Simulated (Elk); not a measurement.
# E(M) of Nickel, part 2 of 2

Aim: the energy of Nickel as a function of its total spin moment.

Elk 11.2.3 (patched build); LDA (Perdew-Wang); all-electron APW+lo, Dirac cores, scalar-relativistic bands.

So far, magnetization (μB): step 2 (the free run) 0.558.

## 3. Moment fixed at 0.386 μB

Holding the total moment away from its free value maps the energy around and beyond the minimum.

A uniform field is adjusted until the total moment meets the target; the run goes on from the state before.

Contents of elk.in:

```
tasks
  1

xctype
  3

rgkmax
  7.0

nempty
  14

swidth
  0.005

reducebf
  0.5

epsengy
  1e-05

maxscl
  120

lmaxi
  2

spinpol
  .true.

fsmtype
  1

momfix
  0.000000 0.000000 0.386000

taufsm
  0.005

sppath
  './'

avec
  0.00000000000 3.32957459939 3.32957459939
  3.32957459939 0.00000000000 3.32957459939
  3.32957459939 3.32957459939 0.00000000000

atoms
  1
  'Ni.in'
  1
  0.0000000000 0.0000000000 0.0000000000   0.000000 0.000000 -0.000050

ngridk
  12 12 12
```

Run with:

```console
$ OMP_NUM_THREADS=2 elk
```

Numbers of over 12 decimals in the logs are rounded to 6 here.

The log of the run:

```text
Warning(gndstate): core states of species 1 leak from the muffin-tin :   0.4221968861E-03

--- INFO.OUT ---
┌─────────────────────────┐
│ Elk code version 11.2.3 │
└─────────────────────────┘

All units are atomic (Hartree, Bohr, etc.)

┌──────────────────────────────────────────┐
│ Ground-state run resuming from STATE.OUT │
└──────────────────────────────────────────┘

Lattice vectors :
   0.000000000       3.329574599       3.329574599
   3.329574599       0.000000000       3.329574599
   3.329574599       3.329574599       0.000000000

Species : 1 (Ni)
 muffin-tin radius :    2.329364778
 atomic positions (lattice), magnetic fields (Cartesian) :
  1 :   0.00000000  0.00000000  0.00000000    0.00000000  0.00000000  0.00000000

Total number of atoms per unit cell :    1
Total muffin-tin volume :    52.94209487
 ratio of muffin-tin to unit cell volume :   0.7171415360

Spin treatment :
 spin-polarised
 global magnetic field (Cartesian) :    0.000000000       0.000000000       0.000000000
 collinear magnetisation in z-direction
 fixed spin moment (FSM) calculation, type :    1
  fixing total moment to (Cartesian) :
     0.000000000       0.000000000      0.3860000000

Number of Bravais lattice symmetries :   48
Number of crystal symmetries         :   48
Crystal has inversion symmetry
Real symmetric eigensolver will be used

k-point grid :     12    12    12
k-point offset :    0.000000000       0.000000000       0.000000000
k-point set is reduced with full crystal symmetry group
Total number of k-points :       72

Muffin-tin radius times maximum |G+k| :    7.000000000
 using average radius
Maximum |G+k| for APW functions       :    3.005111122
Maximum (1/2)|G+k|²                   :    4.515346427
Maximum |G| for potential and density :    12.00000000
Constant for pseudocharge density :    7
 order of it for each species :   14
 order of it for pair densities of each species (exact exchange by exxq0 0: 14) :   10
Radial integration step length :    1

G-vector grid sizes :     18    18    18
Number of G-vectors :     2109

Maximum angular momentum used for
 APW functions            :    8
 outer part of muffin-tin :    6

Number of empty states         :     14
Total number of valence states :     46
Total number of core states    :     12

Third-order local-orbitals added for an l without core states : T
Total number of local-orbitals :     22

Exchange-correlation functional :      3     0     0
 Perdew-Wang/Ceperley-Alder, Phys. Rev. B 45, 13244 (1992)
 gradient requirement :    0
 local density approximation (LDA)

Smearing type :    3
 Fermi-Dirac
Smearing width :   0.5000000000E-02
Effective electronic temperature (K) :    1578.875124

Mixing type :    1
 Adaptive linear mixing

Potential read in from STATE.OUT

┌──────────────────────────────┐
│ Self-consistent loop started │
└──────────────────────────────┘

[... earlier loops left out ...]

┌───────────────────┐
│ Loop number : 114 │
└───────────────────┘

Energies :
 Fermi                       :     0.258396
 sum of occupied eigenvalues :     -872.26354757191
 electron kinetic            :      1541.8315242005
 core electron kinetic       :      1382.8390062527
 Coulomb                     :     -2999.1129416012
 Coulomb potential           :     -2333.1928972048
 nuclear-nuclear             :     -269.89422819822
 electron-nuclear            :     -3136.1628826103
 Hartree                     :      406.94416920731
 Madelung                    :     -1832.5164929988
 xc potential                :     -80.899052071632
 xc effective B-field        :    -0.35924471714560E-02
 external B-field            :      0.000000
 exchange                    :     -58.653103296101
 correlation                 :     -2.454786
 electron entropic           :    -0.44431126723642E-02
 total energy                :     -1518.3937500287
 (external B-field energy excluded from total)

Density of states at Fermi energy :    54.94015872
 (states/Hartree/unit cell)

Estimated indirect band gap :   0.7461602612E-03
 from k-point 6 to k-point 40
Estimated direct band gap   :   0.2238116647E-02
 at k-point 12

Charges :
 core                        :    12.00000000
 valence                     :    16.00000000
 interstitial                :   0.7709421223
 muffin-tins (core leakage)
  species : 1 (Ni)
   atom 1                    :    27.22905788     (  0.4221968861E-03)
 total in muffin-tins        :    27.22905788
 total calculated charge     :    27.99903365
 total charge                :    28.00000000
 error                       :   0.9663519236E-03

Moments :
 interstitial                :  -0.1392032772E-01
 muffin-tins
  species : 1 (Ni)
   atom 1                    :   0.3999664100
 total in muffin-tins        :   0.3999664100
 total moment                :   0.3860460823

FSM global effective field   :   0.1218373860E-02

┌──────────────────────────────┐
│ Self-consistent loop stopped │
└──────────────────────────────┘

Warning : core states of species 1 leak from the muffin-tin :   0.4221968861E-03

Wrote STATE.OUT
```

Wall time 92 s (2 threads of Arm Neoverse V2, shared host); peak memory 0.05 GiB; 2.9 min of CPU time.

This step gave:

* magnetization: 0.3860 μB

It lies 3.62 meV a cell above the free run.

## 4. Moment fixed at 0.579 μB

Changes to elk.in since step 3:

```diff
@@ -34,3 +34,3 @@
 momfix
-  0.000000 0.000000 0.386000
+  0.000000 0.000000 0.579000
```

Run with:

```console
$ OMP_NUM_THREADS=2 elk
```

The log of the run:

```text
Warning(gndstate): core states of species 1 leak from the muffin-tin :   0.4219545193E-03

--- INFO.OUT ---
┌─────────────────────────┐
│ Elk code version 11.2.3 │
└─────────────────────────┘

All units are atomic (Hartree, Bohr, etc.)

┌──────────────────────────────────────────┐
│ Ground-state run resuming from STATE.OUT │
└──────────────────────────────────────────┘

Lattice vectors :
   0.000000000       3.329574599       3.329574599
   3.329574599       0.000000000       3.329574599
   3.329574599       3.329574599       0.000000000
[...]
total calculated charge     :    27.99903159
 total charge                :    28.00000000
 error                       :   0.9684060005E-03

Moments :
 interstitial                :  -0.1832557194E-01
 muffin-tins
  species : 1 (Ni)
   atom 1                    :   0.5972751531
 total in muffin-tins        :   0.5972751531
 total moment                :   0.5789495811

FSM global effective field   :  -0.3117480485E-03

┌──────────────────────────────┐
│ Self-consistent loop stopped │
└──────────────────────────────┘

Warning : core states of species 1 leak from the muffin-tin :   0.4219545193E-03

Wrote STATE.OUT

[key lines of the parts left out:]
total energy                :     -1518.3938760253
```

Elapsed: 27 s, on 2 threads; peak memory 0.05 GiB; 50 s of CPU time.

Numbers from this step:

```
magnetization : 0.5789 μB
```

Its energy is that of the free run within the threshold.

## 5. Moment fixed at 0.965 μB

Changes to elk.in since step 4:

```diff
@@ -34,3 +34,3 @@
 momfix
-  0.000000 0.000000 0.579000
+  0.000000 0.000000 0.965000
```

Run with:

```console
$ OMP_NUM_THREADS=2 elk
```

The log of the run:

```text
Warning(gndstate): core states of species 1 leak from the muffin-tin :   0.4193305730E-03

--- INFO.OUT ---
┌─────────────────────────┐
│ Elk code version 11.2.3 │
└─────────────────────────┘

All units are atomic (Hartree, Bohr, etc.)

┌──────────────────────────────────────────┐
│ Ground-state run resuming from STATE.OUT │
└──────────────────────────────────────────┘

Lattice vectors :
   0.000000000       3.329574599       3.329574599
   3.329574599       0.000000000       3.329574599
   3.329574599       3.329574599       0.000000000
[...]
total calculated charge     :    27.99902391
 total charge                :    28.00000000
 error                       :   0.9760931269E-03

Moments :
 interstitial                :  -0.5117542251E-02
 muffin-tins
  species : 1 (Ni)
   atom 1                    :   0.9700286776
 total in muffin-tins        :   0.9700286776
 total moment                :   0.9649111354

FSM global effective field   :  -0.1810342513E-01

┌──────────────────────────────┐
│ Self-consistent loop stopped │
└──────────────────────────────┘

Warning : core states of species 1 leak from the muffin-tin :   0.4193305730E-03

Wrote STATE.OUT

[key lines of the parts left out:]
total energy                :     -1518.3906891979
```

The job ended after 57 s (2 threads; peak memory 0.05 GiB; 1.8 min of CPU time).

Numbers from this step:

```yaml
magnetization: 0.9649 μB
```

It lies 86.9 meV a cell above the free run.

## 6. Moment fixed at 0.193 μB

Changes to elk.in since step 5:

```diff
@@ -34,3 +34,3 @@
 momfix
-  0.000000 0.000000 0.965000
+  0.000000 0.000000 0.193000
```

Run with:

```console
$ OMP_NUM_THREADS=2 elk
```

The log of the run:

```text
Warning(gndstate): failed to reach self-consistency after 120 loops
Warning(gndstate): core states of species 1 leak from the muffin-tin :   0.4222291252E-03

--- INFO.OUT ---
┌─────────────────────────┐
│ Elk code version 11.2.3 │
└─────────────────────────┘

All units are atomic (Hartree, Bohr, etc.)

┌──────────────────────────────────────────┐
│ Ground-state run resuming from STATE.OUT │
└──────────────────────────────────────────┘

Lattice vectors :
   0.000000000       3.329574599       3.329574599
[...]
total in muffin-tins        :    27.22933368
 total calculated charge     :    27.99903401
 total charge                :    28.00000000
[...]
Moments :
 interstitial                :  -0.9292330404E-02
 muffin-tins
  species : 1 (Ni)
   atom 1                    :   0.2874085806
 total in muffin-tins        :   0.2874085806
 total moment                :   0.2781162502

FSM global effective field   :   0.1363352143E-02

┌──────────────────────────────┐
│ Self-consistent loop stopped │
└──────────────────────────────┘

Warning : core states of species 1 leak from the muffin-tin :   0.4222291252E-03

Wrote STATE.OUT

[key lines of the parts left out:]
total energy                :     -1518.3937773210
```

The job ended after 98 s (2 threads; peak memory 0.05 GiB).

The run stopped without converging, so none of its numbers is a property of the system.

A smaller mixing step or another start is the usual next try.

After 120 loops the RMS change of the potential stands at 2e-04 Ha, and it does not fall steadily.

## 7. The curve

In all 7 moments were held (0, 0.193, 0.386, 0.579, 0.772, 0.965, 1.158 μB), each run going on from a saved state. The curve holds those that converged and the free run; sizes are given without sign.

Table of energy over the lowest by total spin moment:

```tsv
total spin moment (μB a cell)	energy over the lowest (meV a cell)
0.386	3.62
0.558	0
0.579	0.189
0.772	16.3
0.965	86.9
```

The slope dE/dM read from the holding field by total spin moment:

```tsv
total spin moment (μB a cell)	slope dE/dM read from the holding field (meV/μB)
0.386	-33.2
0.579	8.48
0.772	208
0.965	493
```

## 8. Results

| Item | Value |
| --- | --- |
| moment of the free run | 0.558 μB a cell |
| moment of the lowest point | 0.558 μB a cell |

The curve is lowest at 0.558 μB a cell and has risen by 86.9 meV at 0.965 μB. 3 of 7 held runs did not converge (0.193, 0, 1.158 μB), so the curve is unknown there and other minima can't be ruled out. The field's energy is not in the curve.

[Logs and program files are shortened in this print: banners, set-up blocks, solver, clock and traceback lines can be left out without a mark of their own.]

[Logs are printed without paths, hosts, clocks, repeated set-up lines and the standing remarks that a program may print on its own settings, such as how far it seeks lower states.]

[Hosts, paths, dates, database ids (printed as entryN), source tags and the programs' standing remarks are cut or masked in the printed files.]

[Where a cell is said to come from a database of computed structures, the database is the Materials Project.]
